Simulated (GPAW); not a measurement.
# A Pd chain with a P atom bridging one bond: transmission at several levels, part 3 of 3

Wanted: the zero-bias transmission of a Pd chain with a P atom bridging one bond on a ladder of levels, with run times.

GPAW 26.7.0; GPAW LCAO, PAW setups; Landauer transmission from Green's functions with principal layers (ASE), zero bias.

So far, transmission at the Fermi level (one spin): step 2 (GPAW, dzp, PBE, GPAW) 1.84; step 3 (basis szp(dzp), PBE, GPAW) 1.35; step 4 (basis sz(dzp), PBE, GPAW) 1.37; step 5 (revPBE) 1.77; step 8 (mixing 0.25, mixing history 5, PBE, GPAW) 1.83.

## 9. K-points along the lead 40: lead_nz = 40

The lead's own mesh along the current sets its density and potential; where the lead is aligned to the junction's end layer, a rigid shift drops out.

Contents of run.py:

```python
import json
import numpy as np
from ase import Atoms
from ase.transport.calculators import TransportCalculator
from gpaw import GPAW, FermiDirac
from gpaw.lcao.tools import get_lcao_hamiltonian
from scipy.linalg import eigh

# The junction with lead layers at both ends, along the third cell vector
device = Atoms(
    ['Pd', 'Pd', 'Pd', 'Pd', 'Pd', 'Pd', 'Pd', 'P', 'Pd', 'Pd', 'Pd', 'Pd', 'Pd', 'Pd', 'Pd'],
    positions=[
        [4.50000, 4.50000, 1.25000],
        [4.50000, 4.50000, 3.75000],
        [4.50000, 4.50000, 6.25000],
        [4.50000, 4.50000, 8.75000],
        [4.50000, 4.50000, 11.25000],
        [4.50000, 4.50000, 13.75000],
        [4.50000, 4.50000, 16.25000],
        [6.32382, 4.50000, 17.60000],
        [4.50000, 4.50000, 18.95000],
        [4.50000, 4.50000, 21.45000],
        [4.50000, 4.50000, 23.95000],
        [4.50000, 4.50000, 26.45000],
        [4.50000, 4.50000, 28.95000],
        [4.50000, 4.50000, 31.45000],
        [4.50000, 4.50000, 33.95000]],
    cell=[[9.0, 0.0, 0.0], [0.0, 9.0, 0.0], [0.0, 0.0, 35.2]],
    pbc=True)

# One principal layer of the lead: the first 5 atoms of the device
lead = Atoms(
    ['Pd', 'Pd', 'Pd', 'Pd', 'Pd'],
    positions=[
        [4.50000, 4.50000, 1.25000],
        [4.50000, 4.50000, 3.75000],
        [4.50000, 4.50000, 6.25000],
        [4.50000, 4.50000, 8.75000],
        [4.50000, 4.50000, 11.25000]],
    cell=[[9.0, 0.0, 0.0], [0.0, 9.0, 0.0], [0.0, 0.0, 12.5]],
    pbc=True)

settings = dict(mode='lcao', basis='dzp', xc='PBE', h=0.2,
                occupations=FermiDirac(0.1), maxiter=250,
                mixer=dict(beta=0.1, nmaxold=8, weight=100.0),
                convergence=dict(density=0.0001))
energies = np.arange(-2, 2 + 1e-9, 0.05)
eta = 0.0001
n1, n2 = 1, 1
# k and -k transmit alike, so half of the mesh across the current serves
mesh = [(i, j) for i in range(n1) for j in range(n2) if (i, j) <= (-i % n1, -j % n2)]
weights = np.array([1 if (i, j) == (-i % n1, -j % n2) else 2 for i, j in mesh]) / (n1 * n2)


def ground_state(atoms, size, txt):
    atoms.calc = GPAW(kpts={'size': size, 'gamma': True}, symmetry={'tolerance': 1e-3}, txt=txt, **settings)
    atoms.get_potential_energy()
    return atoms.calc.get_fermi_level()


def blocks(atoms, fermi, points, nz, cells):
    """H - E_F S and S between cell 0 and the cells above it, at each point across the current."""
    kz = np.arange(nz) / nz
    calc = atoms.calc.fixed_density(kpts=[(*k, z) for k in points for z in kz], symmetry='off', txt=None)
    H, S = get_lcao_hamiltonian(calc)
    H = (H - fermi * S).reshape(len(H), len(points), nz, *S.shape[1:])
    S = S.reshape(H.shape[1:])
    phases = [np.exp(-2j * np.pi * kz * R) / nz for R in cells]
    return [(np.einsum('skzij,z->ksij', H, p), np.einsum('kzij,z->kij', S, p)) for p in phases]


def pair(a, b):
    return np.block([[a, b], [b.T.conj(), a]])


def count_channels(h, s, cells, nk=240):
    """Half the number of times that the lead's bands cross each energy, unfolded to its shortest repeat."""
    b = len(h) // cells
    bands = []
    for k in (np.arange(nk + 1) + 0.5) / nk:
        hk, sk = h[:b, :b].copy(), s[:b, :b].copy()
        for R in range(1, cells):
            phase, block = np.exp(2j * np.pi * k * R), slice(R * b, (R + 1) * b)
            hk += h[:b, block] * phase + (h[:b, block] * phase).T.conj()
            sk += s[:b, block] * phase + (s[:b, block] * phase).T.conj()
        bands.append(eigh(hk, sk, eigvals_only=True))
    below = np.array(bands)[:, :, None] < energies
    return (below[1:] != below[:-1]).sum((0, 1)) / 2


fermi_lead = ground_state(lead, (1, 1, 40), 'lead.txt')
fermi_device = ground_state(device, (1, 1, 2), 'device.txt')
T, channels, eigen, tail, misfit, shifts = [], [], [], 0.0, 0.0, []
for first in range(0, len(mesh), 493):
    points = [(i / n1, j / n2) for i, j in mesh[first:first + 493]]
    (H0k, S0k), (H1k, S1k), (H2k, _) = blocks(lead, fermi_lead, points, 5, range(3))
    [(Hk, Sk)] = blocks(device, fermi_device, points, 2, [0])
    tail = max(tail, abs(H2k).max())
    for H0, S0, H1, S1, H, S in zip(H0k, S0k, H1k, S1k, Hk, Sk):
        n = len(S0)
        # Shift the lead onto the potential of the device's first layer
        shift = ((H[:, 0, 0] - H0[:, 0, 0]) / S0[0, 0]).real.mean()
        shifts.append(shift)
        misfit = max(misfit, abs(H[:, :n, :n] - H0 - shift * S0).max())
        Tk, Ck, Ek = [], [], []
        for s in range(len(H)):
            t = s % len(H0)  # a lead without moments serves both spins
            h1, s1 = pair(H0[t] + shift * S0, H1[t] + shift * S1), pair(S0, S1)
            leads = dict(h1=h1, s1=s1, energies=energies, eta=eta, eta1=eta, eta2=eta)
            calc = TransportCalculator(h=H[s], s=S, eigenchannels=3, **leads)
            Tk.append(calc.get_transmission())
            Ek.append(np.sort(calc.eigenchannels_ne, axis=0)[::-1])
            Ck.append(count_channels(h1, s1, 10))
        T.append(Tk)
        channels.append(Ck)
        eigen.append(Ek)
T, channels = np.array(T), np.array(channels)
mean, open_channels = np.einsum('kse,k->se', T, weights), np.einsum('kse,k->se', channels, weights)

print(f'basis functions: device {len(S)}, principal layer {n}')
print(f'Fermi level: lead {fermi_lead:.4f} eV, device {fermi_device:.4f} eV; lead shifted by {np.mean(shifts):.4f} eV')
print(f'largest coupling past the next layer {tail:.2e} eV, largest misfit of the first layer {misfit:.3f} eV')
print('  E-E_F (eV)   ' + 'T (one spin)  channels')
for e, t, c in zip(energies, mean.T, open_channels.T):
    print(f'{e:10.3f}  ', *[f'{x:11.4e}' for x in t], *[f'{x:9.4f}' for x in c])

kT = 8.617333e-5 * 500
fine = np.linspace(energies[0], energies[-1], 4001)
both = np.exp(np.interp(fine, energies, np.log(np.maximum(mean.sum(0) * 2 / len(mean), 1e-30))))
fermi = lambda mu: 1 / (1 + np.exp(np.clip((fine - mu) / kT, -200, 200)))
slope = fermi(0) * (1 - fermi(0)) / kT
G = np.trapezoid(both * slope, fine) / 2
seebeck = -np.trapezoid(both * slope * fine, fine) / (2 * G * 500) * 1e6
print(f'conductance at 500 K: {G:.5g} G0 a cell; thermopower {seebeck:.4g} uV/K')
bias = [0.1, 0.2, 0.5, 1.0, 1.5, 2.0]
current = [38.74 * np.trapezoid(both * (fermi(V / 2) - fermi(-V / 2)), fine) for V in bias]
for V, I in zip(bias, current):
    print(f'current from the zero-bias T(E) at {V} V: {I:.5g} uA')
zero = abs(energies).argmin()
json.dump(dict(energies=energies.tolist(), T=mean.tolist(), channels=open_channels.tolist(), G=G, seebeck=seebeck,
               bias=bias, current=current, tail=tail, misfit=misfit, shift=np.mean(shifts), n_device=len(S), n_lead=n,
               fermi=[fermi_lead, fermi_device], energy=device.get_potential_energy(),
               moments=device.get_magnetic_moments().tolist(), mesh=mesh, weights=weights.tolist(),
               T_k=T[:, :, zero].tolist(), eigen=np.array(eigen[0]).tolist()), open('result.json', 'w'))
```

The run is started by

```
OMP_NUM_THREADS=1 OPENBLAS_NUM_THREADS=1 python run.py
```

The program printed:

```text
basis functions: device 391, principal layer 135
Fermi level: lead -4.0228 eV, device -3.9227 eV; lead shifted by -0.0018 eV
largest coupling past the next layer 1.07e-04 eV, largest misfit of the first layer 0.092 eV
  E-E_F (eV)   T (one spin)  channels
    -2.000    1.9817e+00    3.0000
    -1.950    1.9120e+00    3.0000
    -1.900    1.8494e+00    3.0000
    -1.850    1.7956e+00    3.0000
    -1.800    1.7380e+00    3.0000
    -1.750    1.6429e+00    3.0000
    -1.700    1.4278e+00    3.0000
    -1.650    1.1269e+00    3.0000
    -1.600    1.6425e+00    3.0000
    -1.550    2.3095e+00    3.0000
    -1.500    2.5885e+00    3.0000
    -1.450    2.6467e+00    3.0000
    -1.400    2.6336e+00    3.0000
    -1.350    2.6050e+00    3.0000
    -1.300    2.5768e+00    3.0000
    -1.250    2.5518e+00    3.0000
[...]
1.650    2.6576e-01    1.0000
     1.700    2.4385e-01    1.0000
     1.750    2.2417e-01    1.0000
     1.800    2.0685e-01    1.0000
     1.850    1.9198e-01    1.0000
     1.900    1.7961e-01    1.0000
     1.950    1.6975e-01    1.0000
     2.000    1.6240e-01    1.0000
conductance at 500 K: 1.7374 G0 a cell; thermopower 21.9 uV/K
current from the zero-bias T(E) at 0.1 V: 13.379 uA
current from the zero-bias T(E) at 0.2 V: 26.33 uA
current from the zero-bias T(E) at 0.5 V: 62.346 uA
current from the zero-bias T(E) at 1.0 V: 118.15 uA
current from the zero-bias T(E) at 1.5 V: 168.83 uA
current from the zero-bias T(E) at 2.0 V: 224.09 uA
```

Elapsed: 10 min, on 1 thread of Arm Neoverse N1, shared host; peak memory 1.5 GiB.

Numbers from this step:

```yaml
conductance: 1.737 G₀
largest_misfit_of_the_first_principal_layer: 0.09242 eV
shift_that_aligns_the_lead: -0.001840 eV
transmission_at_the_fermi_level_one_spin: 1.840
```

One spin. The transmission, zone mean by energy, zero at the Fermi level:

```
energy (eV)  transmission, zone mean
     -2.000                     1.98
     -1.800                     1.74
     -1.600                     1.64
     -1.450                     2.65
     -1.400                     2.63
     -1.200                     2.53
     -1.000                     2.31
     -0.800                     2.07
     -0.600                     1.38
     -0.400                     2.02
     -0.300                     2.03
     -0.200                     2.02
      0.000                     1.84
      0.200                    0.990
      0.400                    0.903
      0.600                    0.775
      0.800                    0.693
      1.000                    0.614
      1.200                    0.515
      1.400                    0.400
      1.600                    0.290
      1.800                    0.207
      2.000                    0.162
```

Crossings of the lead's bands, unfolded to its shortest repeat. The open channels, zone mean by energy, zero at the Fermi level:

```csv
energy (eV),"open channels, zone mean"
-2.00,3
-1.85,3
-1.70,3
-1.60,3
-1.45,3
-1.30,3
-1.15,3
-1.05,3
-0.90,5
-0.75,5
-0.60,5
-0.50,5
-0.35,4
-0.20,4
-0.05,4
0.00,4
0.05,4
0.20,1
0.35,1
0.50,1
0.60,1
0.75,1
0.90,1
1.05,1
1.15,1
1.30,1
1.45,1
1.60,1
1.70,1
1.85,1
2.00,1
```

Not self-consistent under bias; the bias window is split evenly. The current through one cell, from the zero-bias transmission by bias:

```csv
bias (V),"current through one cell, from the zero-bias transmission (μA)"
0.100,13.4
0.200,26.3
0.500,62.3
1.000,118
1.500,169
2.000,224
```

Transmission of the three most open eigenchannels against energy, zero at the Fermi level:

```csv
energy (eV),channel 1,channel 2,channel 3
-2.00,0.964,0.839,0.178
-1.90,0.955,0.832,0.0625
-1.80,0.943,0.780,0.0147
-1.70,0.933,0.451,0.0437
-1.55,0.943,0.828,0.538
-1.45,0.991,0.951,0.704
-1.35,0.947,0.922,0.735
-1.25,0.933,0.875,0.744
-1.15,0.905,0.856,0.742
-1.05,0.855,0.849,0.701
-0.90,0.835,0.820,0.447
-0.80,0.846,0.799,0.285
-0.70,0.984,0.762,0.267
-0.60,0.732,0.552,0.0899
-0.50,0.803,0.704,0.239
-0.40,0.987,0.721,0.305
-0.25,0.994,0.745,0.275
-0.15,0.994,0.760,0.247
-0.05,0.991,0.733,0.201
0.00,0.987,0.681,0.166
0.05,0.977,0.564,0.117
0.15,0.919,1.4e-5,1.3e-8
0.25,0.995,1.5e-5,9.1e-11
0.40,0.903,1.5e-5,1.2e-11
0.50,0.832,1.5e-5,1.2e-11
0.60,0.775,1.6e-5,1.2e-11
0.70,0.731,1.6e-5,1.2e-11
0.80,0.693,1.6e-5,1.2e-11
0.90,0.655,1.7e-5,1.2e-11
1.05,0.592,1.7e-5,1.2e-11
1.15,0.542,1.7e-5,1.2e-11
1.25,0.487,1.8e-5,1.2e-11
1.35,0.429,1.8e-5,1.2e-11
1.45,0.371,1.8e-5,1.2e-11
1.55,0.315,1.9e-5,1.2e-11
1.70,0.244,1.9e-5,1.2e-11
1.80,0.207,2.0e-5,1.2e-11
1.90,0.180,2.0e-5,1.2e-11
2.00,0.162,2.1e-5,1.2e-11
```

The conductance equals that of the dzp run to 0.2 %.

## 10. Outcome

| Property | Result |
| --- | --- |
| conductance | 1.74 G₀ |
| transmission at the Fermi level, mean of the spins | 1.84 |
| open channels of the lead there | 4 |

In words: In the dzp basis the junction conducts 1.74 G₀ at 500 K, with T = 1.84 a spin at the Fermi level; no smaller basis tried comes within 10 % of that conductance. The scatterer reflects about 54 % of the incoming channels at the Fermi level. At the Fermi level the three most open eigenchannels pass 0.99, 0.68 and 0.17. Measured against the first run (dzp), the nearest curve is that of dzp-revPBE (r.m.s. 0.11) and the farthest that of szp (0.38). Over the compared runs wall time goes from 210 s (sz) to 530 s (dzp-revPBE), on a shared host. The geometry was built from estimated bond lengths and not relaxed, so the numbers describe this model structure. The run had no spin polarisation, so a magnetic state, which chains and small molecules with open shells often have, wasn't tested. An evenly spaced straight chain is an idealisation: free chains tend to dimerise, zigzag or, where a band edge lies near the Fermi level, turn magnetic. The currents use the zero-bias T(E) throughout, which holds only while the bias is small against the distance to the nearest feature. Within about eight thermal energies of the Fermi level ln T(E) bends sharply from one computed energy to the next, or the lead's channel count changes, so the thermal averages, above all the thermopower, rest on an interpolation that may be rough.

[Logs are printed without paths, hosts, clocks, repeated set-up lines and the standing remarks that a program may print on its own settings, such as how far it seeks lower states.]

[Hosts, paths, dates, database ids (printed as entryN), source tags and the programs' standing remarks are cut or masked in the printed files.]
